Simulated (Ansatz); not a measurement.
# The perfect SiC wire along [111], 14 atoms a period, H-terminated, part 2 of 3

What gap, if any, does the SiC wire along [111], 14 atoms a period, H-terminated have, and how does it change with the functional and under strain?

Ansatz 0.2.0; DFT PBE, plane waves, PAW; relaxation of a wire's period; PAW set soft_1 (the session's first sound run).

So far. Step 2 (The relaxed wire): The cell's length comes to 7.738 Å with spin left out.

### 3. The perfect wire

This step: DFT PBE, plane waves, PAW; bands of a perfect wire; PAW set soft_1 (Ansatz 0.2.0).

At the relaxed period the bands are computed along the axis; those that cross an energy going forward count the channels that a perfect wire would open there.

File input.yaml:

```yaml
crystal:
  lattice:
    - [12.298, 0.0, 0.0]
    - [0.0, 12.818, 0.0]
    - [0.0, 0.0, 7.7375584922]
  atoms:
    - { symbol: Si, position: [0.499984861, 0.512897052, 0.003203912] }
    - { symbol: C, position: [0.499984861, 0.512870697, 0.250285114] }
    - { symbol: H, position: [0.274327551, 0.496501948, 0.27395009] }
    - { symbol: H, position: [0.372407821, 0.333550008, 0.273972219] }
    - { symbol: H, position: [0.401901979, 0.708514272, 0.273922349] }
    - { symbol: H, position: [0.598067743, 0.708514272, 0.273922349] }
    - { symbol: H, position: [0.627561901, 0.333550008, 0.273972219] }
    - { symbol: H, position: [0.725642171, 0.496501948, 0.27395009] }
    - { symbol: Si, position: [0.375380858, 0.443856436, 0.338661805] }
    - { symbol: Si, position: [0.499984861, 0.650942997, 0.338654483] }
    - { symbol: Si, position: [0.624588864, 0.443856436, 0.338661805] }
    - { symbol: C, position: [0.376613851, 0.444533716, 0.582144965] }
    - { symbol: C, position: [0.499984861, 0.649561351, 0.582135153] }
    - { symbol: C, position: [0.623355871, 0.444533716, 0.582144965] }
    - { symbol: H, position: [0.274402174, 0.637794284, 0.605384839] }
    - { symbol: H, position: [0.499984861, 0.262972653, 0.605450253] }
    - { symbol: H, position: [0.725567548, 0.637794284, 0.605384839] }
    - { symbol: H, position: [0.30270944, 0.403610685, 0.626595492] }
    - { symbol: H, position: [0.499984861, 0.731437665, 0.626553854] }
    - { symbol: H, position: [0.697260282, 0.403610685, 0.626595492] }
    - { symbol: Si, position: [0.374348894, 0.582490907, 0.669307579] }
    - { symbol: Si, position: [0.499984861, 0.373707602, 0.669327718] }
    - { symbol: Si, position: [0.625620828, 0.582490907, 0.669307579] }
    - { symbol: C, position: [0.376079237, 0.581514918, 0.912889639] }
    - { symbol: C, position: [0.499984861, 0.375612884, 0.912905403] }
    - { symbol: C, position: [0.623890485, 0.581514918, 0.912889639] }
    - { symbol: H, position: [0.301387873, 0.54348135, 0.959897408] }
    - { symbol: H, position: [0.373071473, 0.662595416, 0.959884781] }
    - { symbol: H, position: [0.42830045, 0.332585879, 0.959927948] }
    - { symbol: H, position: [0.571669272, 0.332585879, 0.959927948] }
    - { symbol: H, position: [0.626898249, 0.662595416, 0.959884781] }
    - { symbol: H, position: [0.698581849, 0.54348135, 0.959897408] }
kpoints:
  mp_grid: { grid: [1, 1, 11] }
  band_path: { path: ["Γ", Z], npoints: 90 }
scf:
  occupations: { method: fermi_dirac, width: 0.05 }
hamiltonian:
  xc: pbe
  pseudopotentials: { kind: paw, azcp: { folder: soft_1 } }
output:
  dos: { e_range: [-5, 4] }
  write_potential: true
  write_density: true
  volumetric_format: npy
```

Run with:

```bash
$ ansatz run input.yaml --threads 4 --pin off --max-ram 16384MiB --backend cpu --events-out ev --progress --plain --runs-dir out
```

Numbers of over 12 decimals in the logs are rounded to 6 here.

The program printed:

```text
[...]
Crystal: 32 atoms, lattice volume = 1219.716 Å³
Basis set: ecut = 420 eV, 23815 PW (Γ)
Bands: 69, of which v1, the nominal top of the filled ones, is band 37 counted from 1 (36 counted from 0)
Symmetry: 2 space group operations
[...]
k-points: 6 of 11 (time reversal used)
[...]
SCF iter   1: F=—  HF=-6516.554354 eV  |F-HF|=—  |Δ(HF+E_count)|=         —  Δρ=6.30e-2  dr2=6.11e1  ethr=3.10e-3  ⟨swp⟩=9.3  Hψ=2617  notcnv=0  defer=68
[...]
SCF iter  10: F=-6496.889786 eV  HF=-6496.889786 eV  |F-HF|=6.87e-9  |Δ(HF+E_count)|=   2.50e-7  Δρ=1.65e-6  dr2=3.97e-8  ethr=1.35e-10  ⟨swp⟩=21.8  Hψ=4531  notcnv=0
SCF 1 converged in 10 iterations: F = -6496.889786 eV  dr2 = 3.97e-8
[...]
NSCF: frozen V_eff on 91 k-points
WARN: The output density's exchange-correlation potential varies sharply where the density is thin. Do not read a vacuum level from v_tot or v_xc, or from such a field of the output density. On a cell that repeats whose density bears no net charge and no dipole along the vacuum's axis use v_es (v_loc + v_h of the components); under efield.dipole_correction with no amplitude use v_es + v_field, which holds any externa [...]
SCF converged after 10 iterations
Free energy (F): -6496.889786 eV
[...]
Internal energy: -6496.889786 eV  (E = F + TS)
E sigma→0 (E₀):  -6496.889786 eV
Fermi energy:    -1.767356 eV
[...]
--- Band table (eV; the first three rows and the last of 6) ---
  k-point 0: bands = [... 33 lower, -5.0353, -4.6293, -4.6270, -4.1834, 0.6815, 0.7185, 0.7632, 1.4129, ... 28 higher]
  k-point 1: bands = [... 33 lower, -5.0179, -4.6278, -4.6255, -4.2099, 0.7087, 0.7470, 0.7720, 1.4145, ... 28 higher]
  k-point 2: bands = [... 33 lower, -4.9686, -4.6241, -4.6218, -4.2886, 0.7792, 0.8049, 0.8303, 1.3822, ... 28 higher]
  k-point 5: bands = [... 33 lower, -4.8793, -4.7934, -4.6073, -4.6048, 0.8067, 1.1833, 1.2335, 1.3054, ... 28 higher]
```

It took 2 min on 4 threads of Intel Xeon Platinum 8223CL at 3.00GHz (Skylake/Cascade Lake), shared host; peak memory 4.8 GiB.

This step gave:

- band gap: 4.865 eV

The electronic bands at the labelled points (eV, zero at the Fermi level; v1 is the highest filled band, c1 the lowest empty one):

| point | v4 | v3 | v2 | v1 | c1 | c2 | c3 | c4 |
| --- | --- | --- | --- | --- | --- | --- | --- | --- |
| Γ | -3.27 | -2.86 | -2.86 | -2.42 | 2.45 | 2.49 | 2.53 | 3.18 |
| halfway | -3.16 | -2.85 | -2.85 | -2.61 | 2.58 | 2.65 | 2.69 | 3.10 |
| Z | -3.11 | -3.08 | -2.84 | -2.84 | 2.57 | 2.97 | 3.02 | 3.09 |

The gap is 4.86 eV, with spin left out.

The path shows a direct gap of 4.87 eV (valence top at Γ, conduction bottom at Γ).

### 4. Another level of theory, cutoff 500 eV, k-mesh 1×1×8

This step: DFT r2SCAN, plane waves, PAW; bands of a perfect wire at the PBE geometry; PAW set soft_1 (Ansatz 0.2.0).

The atoms stay at the PBE geometry and the functional changes. r2SCAN also reads the kinetic-energy density; it often gives larger moments and wider gaps than PBE, at a higher cost. Against the first PBE run of this kind, the cutoff is 500 eV against 420 and the mesh along the wire has 8 points against 11.

input.yaml: that of step 3 with these lines changed.

```diff
@@ -39,3 +39,3 @@
 kpoints:
-  mp_grid: { grid: [1, 1, 11] }
+  mp_grid: { grid: [1, 1, 8] }
   band_path: { path: ["Γ", Z], npoints: 90 }
@@ -44,8 +44,3 @@
 hamiltonian:
-  xc: pbe
+  xc: r2scan
   pseudopotentials: { kind: paw, azcp: { folder: soft_1 } }
-output:
-  dos: { e_range: [-5, 4] }
-  write_potential: true
-  write_density: true
-  volumetric_format: npy
```

The program printed:

```text
[...]
Crystal: 32 atoms, lattice volume = 1219.716 Å³
Basis set: ecut = 500 eV, 30971 PW (Γ), exchange–correlation on 360×384×240 points (64 copies of the dense FFT grid, shifted against one another)
Bands: 69, of which v1, the nominal top of the filled ones, is band 37 counted from 1 (36 counted from 0)
Symmetry: 2 space group operations
[...]
k-points: 5 of 8 (time reversal used)
[...]
SCF iter   1: F=—  HF=-6542.470098 eV  |F-HF|=—  |Δ(HF+E_count)|=         —  Δρ=6.02e-2  dr2=5.54e1  dr2_τ=4.64e0  ethr=3.10e-3  ⟨swp⟩=9.0  Hψ=2165  notcnv=0  defer=70
[...]
SCF iter  10: F=-6526.776148 eV  HF=-6526.776148 eV  |F-HF|=3.31e-8  |Δ(HF+E_count)|=   8.19e-8  Δρ=1.22e-6  dr2=2.10e-8  dr2_τ=1.10e-9  ethr=1.35e-10  ⟨swp⟩=20.2  Hψ=3671  notcnv=0
SCF 1 converged in 10 iterations: F = -6526.776148 eV  dr2 = 2.10e-8
[...]
SCF converged after 10 iterations
Free energy (F): -6526.776148 eV
[...]
Internal energy: -6526.776148 eV  (E = F + TS)
E sigma→0 (E₀):  -6526.776148 eV
Fermi energy:    -1.735005 eV
[...]
--- Band table (eV; the first three rows and the last of 5) ---
  k-point 0: bands = [... 33 lower, -5.3077, -4.8907, -4.8885, -4.4039, 0.9589, 0.9790, 1.2222, 1.8019, ... 28 higher]
  k-point 1: bands = [... 33 lower, -5.2734, -4.8883, -4.8861, -4.4571, 1.0155, 1.0363, 1.2297, 1.8060, ... 28 higher]
  k-point 2: bands = [... 33 lower, -5.1996, -4.8821, -4.8798, -4.6146, 1.1755, 1.1991, 1.2362, 1.7369, ... 28 higher]
  k-point 4: bands = [... 33 lower, -5.1494, -5.1093, -4.8681, -4.8656, 1.1667, 1.5236, 1.5522, 1.6568, ... 28 higher]
```

Wall time 3.8 min (4 threads); peak memory 7.4 GiB; 15 min of CPU time.

Numbers from this step:

```yaml
band_gap: 5.363 eV
```

Electronic bands along the path, in eV, zero at the Fermi level; v1 is the highest filled band, c1 the lowest empty one:

| point | v4 | v3 | v2 | v1 | c1 | c2 | c3 | c4 |
| --- | --- | --- | --- | --- | --- | --- | --- | --- |
| Γ | -3.57 | -3.16 | -3.15 | -2.67 | 2.69 | 2.71 | 2.96 | 3.54 |
| halfway | -3.46 | -3.15 | -3.14 | -2.88 | 2.91 | 2.93 | 2.97 | 3.47 |
| Z | -3.41 | -3.37 | -3.13 | -3.13 | 2.90 | 3.26 | 3.29 | 3.39 |

The gap is 5.36 eV, against 4.86 eV under PBE at the relaxed period.

### 5. Levels at the same atoms, level HSE06, cutoff 420 eV

This step: DFT HSE06, plane waves, PAW; levels of a perfect wire at the PBE geometry; PAW set soft_1 (Ansatz 0.2.0).

The atoms stay at the PBE geometry and the functional changes. HSE06 mixes in a quarter of short-range exact exchange, which removes part of the self-interaction that closes gaps; it is dear, so the mesh is thinner and no path is run. Against the first PBE run of this kind, the mesh along the wire has 4 points against 11.

input.yaml: that of step 4 with these lines changed.

```diff
@@ -39,4 +39,3 @@
 kpoints:
-  mp_grid: { grid: [1, 1, 8] }
-  band_path: { path: ["Γ", Z], npoints: 90 }
+  mp_grid: { grid: [1, 1, 4] }
 scf:
@@ -44,3 +43,3 @@
 hamiltonian:
-  xc: r2scan
+  xc: hse06
   pseudopotentials: { kind: paw, azcp: { folder: soft_1 } }
```

The program printed:

```text
[...]
Crystal: 32 atoms, lattice volume = 1219.716 Å³
Basis set: ecut = 420 eV, 23815 PW (Γ)
Bands: 69, of which v1, the nominal top of the filled ones, is band 37 counted from 1 (36 counted from 0)
Symmetry: 2 space group operations
[...]
k-points: 3 of 4 (time reversal used)
[...]
Internal energy: -6501.692832 eV  (E = F + TS)
E sigma→0 (E₀):  -6501.692832 eV
Fermi energy:    -1.954951 eV
[...]
--- Band table (eV) ---
  k-point 0: bands = [... 33 lower, -5.8447, -5.4149, -5.4130, -4.8895, 1.0071]
  k-point 1: bands = [... 33 lower, -5.7290, -5.4062, -5.4043, -5.1118, 1.0874]
  k-point 2: bands = [... 33 lower, -5.6723, -5.6417, -5.3912, -5.3890, 1.1549]
  guard bands above this table: 31 of the run's 69 bands. The solve was not asked for them (output.publish_guard_bands: true or output.eigenvalues: true publishes all)
[key lines of the parts left out:]
Free energy (F): -6501.692832 eV
```

It took 3.2 min on 4 threads; peak memory 2.9 GiB; 12 min of CPU time.

Numbers from this step:

```yaml
band_gap: 5.896 eV
```

The gap is 5.90 eV, against 4.86 eV under PBE at the relaxed period.

(Part 2 of 3 ends here.)

[Logs are printed without paths, hosts, clocks, repeated set-up lines and the standing remarks that a program may print on its own settings, such as how far it seeks lower states.]

[Hosts, paths, dates, database ids (printed as entryN), source tags and the programs' standing remarks are cut or masked in the printed files.]
